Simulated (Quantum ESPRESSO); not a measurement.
# Band edges of SiC(110) under the vacuum level, part 3 of 6

How deep do the band edges lie under the vacuum at SiC(110), and what does relaxation change?

Quantum ESPRESSO 7.5; plane-wave DFT, PBE, GBRV ultrasoft pseudopotentials.

So far. Step 5 (Relaxing the ions): The relaxation lowers the energy by 74 meV an atom. On the free atoms the largest force ends at 0.022 eV/Å.

## 6. Ground state of the relaxed slab

The relaxed slab, with empty bands to show its gap.

scf.in

```
&control
  prefix = 'scf'
  outdir = './out'
  pseudo_dir = './pseudo'
  calculation = 'scf'
  tprnfor = .true.
/
&system
  ibrav = 0
  nat = 18
  ntyp = 2
  ecutwfc = 40
  ecutrho = 200
  occupations = 'smearing'
  smearing = 'fd'
  degauss = 0.002
  nbnd = 44
/
&electrons
  conv_thr = 1e-08
  mixing_beta = 0.4
  electron_maxstep = 120
  mixing_mode = 'plain'
/
ATOMIC_SPECIES
  Si  28.0850  si_pbe_v1.uspp.F.UPF
  C   12.0110  c_pbe_v1.2.uspp.F.UPF
CELL_PARAMETERS angstrom
  4.38000000000000 0.00000000000000 0.00000000000000
  0.00000000000000 3.09712770159708 0.00000000000000
  0.00000000000000 0.00000000000000 28.38851080638831
ATOMIC_POSITIONS crystal
  Si  0.047020516000 0.000000000000 0.290808895600
  C   0.241117306000 0.500000000000 0.282409999100
  Si  0.498156740900 0.500000000000 0.334575392800
  C   0.742186921800 0.000000000000 0.335954311000
  Si  0.002331089000 0.000000000000 0.391381451600
  C   0.252293223100 0.500000000000 0.390915697800
  Si  0.500000000000 0.500000000000 0.445451036100
  C   0.750000000000 0.000000000000 0.445451036100
  Si  0.000000000000 0.000000000000 0.500000000000
  C   0.250000000000 0.500000000000 0.500000000000
  Si  0.500000000000 0.500000000000 0.554548963900
  C   0.750000000000 0.000000000000 0.554548963900
  Si  0.002331089000 0.000000000000 0.608618548400
  C   0.252293223100 0.500000000000 0.609084302200
  Si  0.498156740900 0.500000000000 0.665424607200
  C   0.742186921800 0.000000000000 0.664045689000
  Si  0.047020516000 0.000000000000 0.709191104400
  C   0.241117306000 0.500000000000 0.717590000900
K_POINTS automatic
  4 6 1 0 0 0
```

Launch:

```console
> OMP_NUM_THREADS=1 mpirun -n 4 pw.x -nk 2 -in scf.in > scf.out
```

The log of the run:

```text
[banner, memory and clock lines left out]
Program PWSCF v.7.5 starts
[citation notice left out]

[...]
Message from routine setup:
[...]
bravais-lattice index     =            0
     lattice parameter (alat)  =       8.2770  a.u.
     unit-cell volume          =    2598.7975 (a.u.)^3
     number of atoms/cell      =           18
     number of atomic types    =            2
     number of electrons       =        72.00
     number of Kohn-Sham states=           44
     kinetic-energy cutoff     =      40.0000  Ry
     charge density cutoff     =     200.0000  Ry
     scf convergence threshold =      1.0E-08
     mixing beta               =       0.4000
     number of iterations used =            8  plain     mixing
     Exchange-correlation= SLA  PW   PBE  PBE
                           (   1   4   3   4   0   0   0)

[...]
PseudoPot. # 1 for Si read from file:
     ./pseudo/si_pbe_v1.uspp.F.UPF
     Pseudo is Ultrasoft + core correction, Zval =  4.0
     Generated by new atomic code, or converted to UPF format
     Using radial grid of  899 points,  6 beta functions with:
                l(1) =   0
                l(2) =   0
                l(3) =   1
                l(4) =   1
                l(5) =   2
                l(6) =   2
     Q(r) pseudized with  8 coefficients,  rinner =    0.900   0.900   0.900
                                                       0.900   0.900

     PseudoPot. # 2 for C  read from file:
     ./pseudo/c_pbe_v1.2.uspp.F.UPF
     Pseudo is Ultrasoft + core correction, Zval =  4.0
     Generated by new atomic code, or converted to UPF format
     Using radial grid of  721 points,  4 beta functions with:
                l(1) =   0
                l(2) =   0
                l(3) =   1
                l(4) =   1
     Q(r) pseudized with  8 coefficients,  rinner =    1.100   1.100   1.100

     atomic species   valence    mass     pseudopotential
     Si                4.00    28.08500     Si( 1.00)
     C                 4.00    12.01100     C ( 1.00)

      4 Sym. Ops. (no inversion) found

[...]
number of k points=    12  Fermi-Dirac smearing, width (Ry)=  0.0020
[...]
Dense  grid:   124231 G-vectors     FFT dimensions: (  40,  27, 243)

     Smooth grid:    88845 G-vectors     FFT dimensions: (  36,  24, 216)

     Initial potential from superposition of free atoms

     starting charge      71.9936, renormalised to      72.0000

     negative rho (up, down):  1.034E-03 0.000E+00
     Starting wfcs are   72 randomized atomic wfcs

     per-process dynamical memory:    90.5 Mb

     Self-consistent Calculation

     iteration #  1     ecut=    40.00 Ry     beta= 0.40
     Davidson diagonalization with overlap
     ethr =  1.00E-02,  avg # of iterations =  3.0

     negative rho (up, down):  8.369E-04 0.000E+00

     total energy              =    -188.91743862 Ry
     estimated scf accuracy    <       4.39538021 Ry

     iteration #  2     ecut=    40.00 Ry     beta= 0.40
[...]
negative rho (up, down):  9.508E-04 0.000E+00

[...]
total energy              =    -189.66352076 Ry
     estimated scf accuracy    <       0.15425539 Ry

     iteration #  3     ecut=    40.00 Ry     beta= 0.40
[...]
negative rho (up, down):  1.046E-03 0.000E+00

[...]
total energy              =    -189.68323834 Ry
     estimated scf accuracy    <       0.05937057 Ry

     iteration #  4     ecut=    40.00 Ry     beta= 0.40
[...]
negative rho (up, down):  1.127E-03 0.000E+00

[...]
total energy              =    -189.68267384 Ry
     estimated scf accuracy    <       0.05446518 Ry

     iteration #  5     ecut=    40.00 Ry     beta= 0.40
[...]
negative rho (up, down):  1.184E-03 0.000E+00

[...]
total energy              =    -189.69050438 Ry
     estimated scf accuracy    <       0.00745991 Ry

     iteration #  6     ecut=    40.00 Ry     beta= 0.40
[...]
negative rho (up, down):  1.204E-03 0.000E+00

[...]
total energy              =    -189.69110319 Ry
     estimated scf accuracy    <       0.00080528 Ry

[...]
iteration # 10     ecut=    40.00 Ry     beta= 0.40
[...]
negative rho (up, down):  1.229E-03 0.000E+00

[...]
total energy              =    -189.69129436 Ry
     estimated scf accuracy    <       0.00000049 Ry

     iteration # 11     ecut=    40.00 Ry     beta= 0.40
[...]
negative rho (up, down):  1.230E-03 0.000E+00

[...]
total energy              =    -189.69129445 Ry
     estimated scf accuracy    <       0.00000002 Ry

     iteration # 12     ecut=    40.00 Ry     beta= 0.40
[...]
negative rho (up, down):  1.231E-03 0.000E+00

[...]
total energy              =    -189.69129445 Ry
     estimated scf accuracy    <       0.00000002 Ry

     iteration # 13     ecut=    40.00 Ry     beta= 0.40
[...]
negative rho (up, down):  1.232E-03 0.000E+00

[...]
End of self-consistent calculation

          k = 0.0000 0.0000 0.0000 ( 11101 PWs)   bands (ev):

   -13.7311 -13.3801 -12.7649 -11.8290 -10.6460  -9.5984  -8.9722  -8.8447
    -8.7911  -6.2217  -5.9547  -5.5715  -5.0085  -4.1275  -3.7462  -3.6186
    -3.1265  -2.4455  -2.3991  -1.6750  -1.5961  -1.5542  -1.4870  -1.1043
    -0.8302  -0.5170  -0.4300   0.1419   0.5822   0.6346   0.6532   1.0116
     1.2834   1.4061   1.6111   1.6609   3.2467   3.8685   4.6814   4.9063
     5.0291   5.7881   6.2637   6.9767

          k = 0.0000 0.2357 0.0000 ( 11084 PWs)   bands (ev):

   -13.3750 -13.0259 -12.4156 -11.4892 -10.3237  -9.3230  -8.7922  -8.7592
    -8.6775  -5.9691  -5.7412  -5.4426  -4.9784  -4.0567  -3.5587  -3.3267
    -3.1967  -2.9829  -2.9084  -2.5156  -2.4404  -2.1849  -1.7912  -1.4563
    -1.3344  -1.1901  -0.8309  -0.5228  -0.4083  -0.1205  -0.0869   0.0679
     0.4138   0.6537   1.3608   1.4724   4.3363   4.7537   5.0709   5.5699
     5.8489   6.1570   6.3367   6.6816

[...]
the Fermi energy is     2.1710 ev

!    total energy              =    -189.69129445 Ry
     estimated scf accuracy    <          7.0E-10 Ry
     smearing contrib. (-TS)   =      -0.00002766 Ry
     internal energy E=F+TS    =    -189.69126679 Ry

     The total energy is F=E-TS. E is the sum of the following terms:
     one-electron contribution =   -3125.63305116 Ry
     hartree contribution      =    1588.08425675 Ry
     xc contribution           =     -72.58545031 Ry
     ewald contribution        =    1420.44297793 Ry

     convergence has been achieved in  13 iterations

     negative rho (up, down):  1.232E-03 0.000E+00

     Forces acting on atoms (cartesian axes, Ry/au):

     atom    1 type  1   force =     0.00078835   -0.00000000   -0.00035097
     atom    2 type  2   force =     0.00051290   -0.00000000   -0.00038640
     atom    3 type  1   force =     0.00032707    0.00000000    0.00006041
     atom    4 type  2   force =     0.00015057   -0.00000000    0.00043997
     atom    5 type  1   force =     0.00006704    0.00000000   -0.00037873
     atom    6 type  2   force =    -0.00006985   -0.00000000   -0.00062871
     atom    7 type  1   force =    -0.00239041    0.00000000   -0.00187704
     atom    8 type  2   force =    -0.00215631    0.00000000    0.00169348
     atom    9 type  1   force =     0.00410277    0.00000000    0.00000000
     atom   10 type  2   force =     0.00143847    0.00000000    0.00000000
     atom   11 type  1   force =    -0.00239041   -0.00000000    0.00187704
     atom   12 type  2   force =    -0.00215631    0.00000000   -0.00169348
     atom   13 type  1   force =     0.00006704    0.00000000    0.00037873
     atom   14 type  2   force =    -0.00006985    0.00000000    0.00062871
     atom   15 type  1   force =     0.00032707   -0.00000000   -0.00006041
     atom   16 type  2   force =     0.00015057    0.00000000   -0.00043997
     atom   17 type  1   force =     0.00078835    0.00000000    0.00035097
     atom   18 type  2   force =     0.00051290    0.00000000    0.00038640

     Total force =     0.007515     Total SCF correction =     0.000039

[...]
```

Run time: 45 s. Hardware: 4 MPI ranks of Arm Neoverse V2, shared host; peak memory 0.87 GiB.

Read from the output:

| Item | Value |
| --- | --- |
| valence top, on the run's zero | 2.057 eV |
| conduction bottom, on the run's zero | 2.284 eV |
| gap by band count | 0.2268 eV |

The program's own clock; routines nest. Time by routine:

```csv
routine,wall time (s),calls
PWSCF,44.93,1
electrons,42.26,1
c_bands,34.76,13
cegterg,32.43,78
h_psi,22.35,404
fftw,15.05,22444
vloc_psi,13.85,404
calbec,6.13,506
sum_band,5.57,13
h_psi:calbec,4.23,404
add_vuspsi,4.2,404
s_psi,4.19,404
init_run,1.75,1
wfcinit,1.43,1
```

The run needed 13 iterations to bring the estimated error under 1e-08 Ry; the largest force on any atom, held or free, is 0.11 eV/Å.

## 7. Potential by pp.x of the relaxed slab

pot.in

```
&inputpp
  prefix = 'scf'
  outdir = './out'
  filplot = 'pot.dat'
  plot_num = 11
/
```

Launch:

```console
> OMP_NUM_THREADS=1 mpirun -n 4 pp.x -in pot.in > pot.out
```

The log of the run:

```text
[banner, memory and clock lines left out]
Program POST-PROC v.7.5 starts
[citation notice left out]

[...]
./out/scf.save/

[...]
negative rho (up, down):  1.232E-03 0.000E+00

     Calling punch_plot, plot_num =  11
     Writing data to file  pot.dat
     Message from routine chdens:
     namelist plot not found or invalid, exiting
```

Run time: 0.92 s. Hardware: 4 MPI ranks; peak memory 0.14 GiB.

This step gave:

| Property | Result |
| --- | --- |
| slope of the potential above | 4.12e-5 eV/Å |
| upper vacuum line continued to the top atoms, over the valence top | 5.423 eV |
| slope of the potential below | -3.27e-5 eV/Å |
| lower vacuum line continued to the bottom atoms, over the valence top | 5.423 eV |
| vacuum level at the upper face over the valence top of the mesh | 5.423 eV |
| vacuum level at the lower face over the valence top of the mesh | 5.423 eV |

The potential energy, planar mean oscillates, so the rows of the table below give means over windows of 1.52 Å about each position, cut where the curve ends. Its maxima inside the range that stand out by 2 % of the span (Å: eV): 8.8: -6.49, 10.3: -2.95, 11.9: -3.60, 13.4: -3.46, 15.0: -3.46, 16.5: -3.60, 18.1: -2.95, 19.6: -6.49. Its minima: 8.2: -11.1, 9.5: -12.6, 11.1: -12.3, 12.6: -12.3, 14.3: -12.2, 15.8: -12.3, 17.3: -12.3, 18.9: -12.6, 20.2: -11.1.

Electrostatic potential energy of an electron; zero at the highest filled level of the SCF mesh. Potential energy, planar mean against z; means over each step:

z (Å), potential energy, planar mean (eV) and a bar from the least value:
```
     0.76        5.4 ##############################
     2.28        5.4 ##############################
     3.80        5.4 ##############################
     5.32        5.4 ##############################
     6.84        3.5 ##########################
     8.36       -8.2 ##
     9.88       -7.8 ##
    11.40       -7.8 ##
    12.92       -7.9 ##
    14.44       -7.9 ##
    15.96       -7.9 ##
    17.48       -7.7 ###
    19.00       -8.9 
    20.52       -5.5 #######
    22.04        5.0 #############################
    23.56        5.4 ##############################
    25.08        5.4 ##############################
    26.60        5.4 ##############################
    28.12        5.4 ##############################
```

The vacuum is flat to 0.1 meV/Å, so its level is well defined. Inside the slab the curve depends on the local part of the pseudopotentials; only the vacuum level has a meaning of its own.

## 8. Planar and running averages

A running mean over one period damps the atomic wiggles and leaves the mean of this pseudopotential's potential.

avg.in

```
1
pot.dat
1.0
367
3
5.8527231290
```

Launch:

```console
> OMP_NUM_THREADS=1 average.x < avg.in > avg.out
```

The log of the run:

```text
[banner, memory and clock lines left out]
Program AVERAGE v.7.5 starts
[citation notice left out]

[...]
Reading header from file  pot.dat
     Reading data from file  pot.dat
     Output written to file avg.dat

[...]
```

Elapsed: 0.51 s, on 1 MPI rank; peak memory 0.12 GiB.

This step gave:

- average.x's running mean in the middle layers, on the run's own zero: -5.781 eV
- mean potential by an exact Fourier window in the middle layers, on the run's own zero: -5.781 eV

Electrostatic potential energy of an electron; zero at the highest filled level of the SCF mesh; window 3.0971 Å. Potential energy, running mean against z:

z (Å), potential energy, running mean (eV) and a bar from the least value:
```
        0       5.42 ##############################
        1       5.42 ##############################
        2       5.42 ##############################
        3       5.42 ##############################
        4       5.42 ##############################
        5       5.38 ##############################
        6       4.61 ############################
        7       0.15 ###################
        8      -4.46 ########
        9      -7.75 #
       10      -8.36 
       11      -7.67 #
       12      -7.80 #
       13      -7.85 #
       14      -7.82 #
       15      -7.84 #
       16      -7.84 #
       17      -7.68 #
       18      -8.02 #
       19      -8.26 
       20      -6.37 ####
       21      -1.39 ###############
       22       3.20 #########################
       23       5.28 ##############################
       24       5.42 ##############################
       25       5.42 ##############################
       26       5.42 ##############################
       27       5.42 ##############################
       28       5.42 ##############################
```

Where the running mean is not flat inside, average.x's window, rounded to the grid, doesn't match the spacings there.

[end of part 3 of 6]

[Logs are printed without paths, hosts, clocks, repeated set-up lines and the standing remarks that a program may print on its own settings, such as how far it seeks lower states.]

[Hosts, paths, dates, database ids (printed as entryN), source tags and the programs' standing remarks are cut or masked in the printed files.]

[Maps of the electrostatic potential energy from Ansatz leave out the sawtooth potential of an applied field or a dipole correction, so their vacuum need not be flat; planar profiles and work functions include it.]
